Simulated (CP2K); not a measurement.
Consider acylium at its PBE geometry (Å).

```xyz
6

C    -0.4843   -0.0012   -0.0132
C     0.9350    0.0052    0.0238
O     2.0644    0.0068    0.0536
H    -0.8167   -0.7833   -0.7206
H    -0.8622   -0.2198    1.0029
H    -0.8361    0.9923   -0.3465
```

Method: CP2K XAS_TDP, all-electron GAPW, PBEh(45%), aug-cc-pVTZ, TDA, GW2X-corrected core level, no relativity.

**Question.** Where do the C K-edge lines lie, and how strong are they?

Leading lines: C1 292.97 eV and C2 289.68 eV. The leading line of an atom is its first one with 35 % of the strongest within 2.5 eV of its lowest line over the strength cut. Core ionisation energies at this level: C1 299.94 and C2 304.84 eV.

The first six lines of each atom with a strength over 0.0015:

```tsv
atom	energy (eV)	states	strength, one atom	above the computed threshold
C1 (bonded to C and 3 H)	291.28	1	0.0301	
	292.32	1	0.0300	
	292.97	2	0.0905	
	294.43	1	0.0028	
	296.38	2	0.0067	
	296.40	1	0.0017	
C2 (bonded to C and O)	289.68	2	0.1596	
	298.60	1	0.0051	
	299.78	1	0.0025	
	299.80	2	0.0110	
	301.21	2	0.0069	
	303.57	2	0.0093
```

Lines are vertical, at one geometry, with no vibrational structure. GW2X ionisation energies and lines can be off by 1 to 2 eV either way, and a good line position may hide errors that cancel. These values hold no scalar relativity, about 0.1 eV for C 1s. Rydberg lines, and the discretised continuum above threshold, depend on the basis and the box. The ion (charge +1) is isolated, with no counter-ion or solvent.

[Banner, clock and machine lines of the logs are left out without a mark of their own.]

[Logs are printed without paths, hosts, clocks, repeated set-up lines and the standing remarks that a program may print on its own settings, such as how far it seeks lower states.]

[Hosts, paths, dates, database ids (printed as entryN), source tags and the programs' standing remarks are cut or masked in the printed files.]
